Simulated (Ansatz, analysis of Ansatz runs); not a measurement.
# Reproducing a measured hyperfine coupling: F centre in LiF, part 2 of 2

Aim: the hyperfine coupling of the F centre in LiF, to be set beside the measurement. Set-up: HSE06 on PBE structures, 128-site cell, PBE lattice, 420 eV, k: the single point 1/4 1/4 1/4 then the zone centre alone. The model is a cell of 128 host atoms with 1 F taken out. The isotropic coupling follows from the spin density at the nucleus, the nuclear g-factor and the total spin. Exact exchange opens the gap, stiffens bonds and lessens the self-interaction error, at many times the cost.

Ansatz 0.2.0; HSE06 on PBE structures, 128-site cell, PBE lattice, 420 eV, k: the single point 1/4 1/4 1/4 then the zone centre alone.

So far: The starting structure; Relaxation, charge 0.

## Step 2: Relaxation, charge 0 (continued)

Level of this step: plane-wave PAW DFT, PBE; relaxation of all atoms of a defect supercell (Ansatz).

The steps of the relaxation:

```
step  energy less that of the first step (eV)  largest force component (eV/Å)
   1                                   0.0000                          0.2016
   2                                  -0.0208                          0.0730
   3                                  -0.0277                          0.0377
   4                                  -0.0303                          0.0067
```

Forces are held to the 12 operations that the run works with; a distortion that breaks them can't arise in this run.

The atoms that moved most (Å):

```csv
atom,dx,dy,dz,length
Li58,0.000,-0.049,0.000,0.049
Li82,-0.049,0.000,0.000,0.049
Li52,0.000,0.000,-0.049,0.049
Li60,0.049,0.000,0.000,0.049
Li84,0.000,0.049,0.000,0.049
Li90,0.000,0.000,0.049,0.049
F46,0.000,0.009,-0.009,0.013
F22,0.009,0.000,-0.009,0.013
```

Neighbours of the ideal centre at the end:

```csv
atom,distance (Å)
Li90,2.083
Li60,2.083
Li84,2.083
Li52,2.083
Li58,2.083
Li82,2.083
F53,2.889
F59,2.889
F83,2.889
F20,2.889
F44,2.889
F50,2.889
F28,2.889
F46,2.889
F22,2.889
F57,2.889
```

Numbers from this step:

```
free energy                           : -64222.3681 eV
total moment                          : 1 μB
integral of the absolute spin density : 1.013 μB
spin contamination                    : 5.85e-4
```

The relaxation ends 0.2 meV an atom lower, with a largest force component of 0.0067 eV/Å.

## Step 3: Contact spin densities

The relaxed structure is kept, and the final numbers are taken at the final level and k-points.

This step: plane-wave PAW DFT, HSE06; single point of a defect supercell on the structure relaxed with PBE.

point/input.yaml

```yaml
crystal:
  lattice:
    - [0.0, 8.13425753, 8.13425753]
    - [8.13425753, 0.0, 8.13425753]
    - [8.13425753, 8.13425753, 0.0]
  atoms:
    - { symbol: Li, position: [-1.6537e-05, 1.5536e-05, -1.6537e-05] }
    - { symbol: F, position: [0.124868495, 0.12518207, 0.124868495] }
[... 17 atom lines left out ...]
    - { symbol: F, position: [0.123904222, 0.624992224, 0.374992224] }
[... 23 atom lines left out ...]
    - { symbol: F, position: [0.374992224, 0.373904222, 0.374992224] }
[... 5 atom lines left out ...]
    - { symbol: F, position: [0.374992224, 0.624992224, 0.123904222] }
[... 1 atom line left out ...]
    - { symbol: Li, position: [0.246983589, 0.496983589, 0.503003098] }
    - { symbol: F, position: [0.375007776, 0.625007776, 0.626095778] }
[... 4 atom lines left out ...]
    - { symbol: Li, position: [0.246983589, 0.753003098, 0.246983589] }
    - { symbol: F, position: [0.375007776, 0.876095778, 0.375007776] }
    - { symbol: Li, position: [0.246996902, 0.753016411, 0.503016411] }
[... 21 atom lines left out ...]
    - { symbol: Li, position: [0.503003098, 0.496983589, 0.246983589] }
    - { symbol: F, position: [0.626095778, 0.625007776, 0.375007776] }
    - { symbol: Li, position: [0.503016411, 0.496996902, 0.503016411] }
[... 5 atom lines left out ...]
    - { symbol: Li, position: [0.503016411, 0.753016411, 0.246996902] }
[... 36 atom lines left out ...]
    - { symbol: F, position: [0.875001817, 0.874960456, 0.875001817] }
basis:
  ecutwfc: 420
  xc_grid: 2
hamiltonian:
  xc: hse06
kpoints:
  mp_grid: { grid: [1, 1, 1] }
magnetization:
  spin_polarized: true
  initial_magnetization: 1
  spin_locking: { lock_magnetization: hard }
scf:
  occupations: { method: fermi_dirac, width: 0.01 }
  max_iter: 120
output:
  forces: true
  efg: {}
  eigenvalues: true
checkpoint:
  read: "../relax.run"
```

Command:

```
ansatz run input.yaml --threads 4 --pin off --max-ram 7536MiB --backend cpu --events-out ev --progress --plain --runs-dir out
```

Numbers of over 12 decimals in the logs are rounded to 6 here.

Log:

```text
[...]
Warning: at least one further symmetry operation maps every atom of the structure, as the run holds it, onto an atom to within 2.69e-5 (fractional), and is not used: no operation is sought that the atoms, as the run holds them, miss by more than 2.00e-5, [...]
Warning: checkpoint.read: hamiltonian.xc differs: saved pbe, current hse06; the SCF iterates under this deck's functional from the saved state
exact exchange: scf.exx.singularity resolves to wigner_seitz, which cuts the screened interaction at the faces of the exchange supercell's Wigner-Seitz cell, so that each pair interacts once, at the shortest of its separations (the periodic images that this [...]
[...]
Crystal: 127 atoms, lattice volume = 1076.425 Å³
Basis set: ecut = 420 eV, 20995 PW (Γ), exchange–correlation on 160×160×160 points (8 copies of the dense FFT grid, shifted against one another)
[...]
atom  52  Li V_zz =    -0.018081   η = 0.0029   by run symmetry: allowed
[...]
atom  53  F  V_zz =    -0.098980   η = 0.7104   by run symmetry: allowed
[...]
atom  58  Li V_zz =    -0.018081   η = 0.0029   by run symmetry: allowed
[...]
atom  59  F  V_zz =    -0.098980   η = 0.7104   by run symmetry: allowed
[...]
atom  60  Li V_zz =    -0.018081   η = 0.0029   by run symmetry: allowed
[...]
atom  82  Li V_zz =    -0.018081   η = 0.0029   by run symmetry: allowed
[...]
atom  83  F  V_zz =    -0.098980   η = 0.7104   by run symmetry: allowed
[...]
atom  84  Li V_zz =    -0.018081   η = 0.0029   by run symmetry: allowed
[...]
atom  90  Li V_zz =    -0.018081   η = 0.0029   by run symmetry: allowed
[...]
--- Band table (eV) ---
[...]
[key lines of the parts left out:]
Magnetization: 1.0000 μB (317.0000 up, 316.0000 down)
Free energy (F): -64218.702567 eV
Fermi energy:    7.184697 (↑ 8.083280, ↓ 3.704962) eV
```

Elapsed: 11 min, on 4 threads of Arm Neoverse V2, shared host; peak memory 4.7 GiB.

Read from the output:

```
free energy                           : -64218.7026 eV
total moment                          : 1 μB
integral of the absolute spin density : 1.018 μB
spin contamination                    : 3.30e-4
```

The atoms' spheres hold 0.20 of the 1 μB, none over 0.02 μB.

Isotropic hyperfine couplings from the contact spin densities (Fermi contact term with core polarisation, no dipolar part), the largest:

```
atom  isotope  distance from the centre (Å)  contact spin density (e/Å³)  A (MHz)
 F22      19F                          2.89                        0.196    122.0
 F28      19F                          2.89                        0.196    122.0
 F46      19F                          2.89                        0.196    122.0
 F57      19F                          2.89                        0.196    122.0
 F75      19F                          2.89                        0.196    122.0
 F81      19F                          2.89                        0.196    122.0
 F20      19F                          2.89                        0.196    121.9
 F44      19F                          2.89                        0.196    121.9
 F50      19F                          2.89                        0.196    121.9
 F53      19F                          2.89                        0.196    121.9
```

## Step 4: Results

| Property | Result |
| --- | --- |
| 7Li, shell I | 38.2 MHz |
| 19F, shell II | 122.0 MHz |
| 7Li, shell III | 0.7 MHz |
| 19F, shell IV | 0.3 MHz |
| integral of the absolute spin density | 1.02 μB |
| time of the whole chain | 13 min on 4 threads |

What this shows: 7Li, shell I: computed 38.2 MHz, measured 39.06 MHz; 0.8 MHz (2 %) below the measurement. 19F, shell II: computed 122.0 MHz, measured 105.9 MHz; 16.0 MHz (15 %) above the measurement. 7Li, shell III: computed 0.7 MHz, measured 0.5 MHz; 0.2 MHz (44 %) above the measurement. 19F, shell IV: computed 0.3 MHz, measured 0.48 MHz; 0.2 MHz (37 %) below the measurement. Only the isotropic (Fermi contact) part is computed, with core polarisation; no vibrational averaging. Limits: the zone centre alone is a coarse sampling for this cell; the structure comes from another functional than the final numbers.

[Logs are printed without paths, hosts, clocks, repeated set-up lines and the standing remarks that a program may print on its own settings, such as how far it seeks lower states.]

[Hosts, paths, dates, database ids (printed as entryN), source tags and the programs' standing remarks are cut or masked in the printed files.]

[For some hosts the program warned that the k-mesh of the response run may be too coarse for force constants and the static dielectric constant; such warnings are not shown here.]
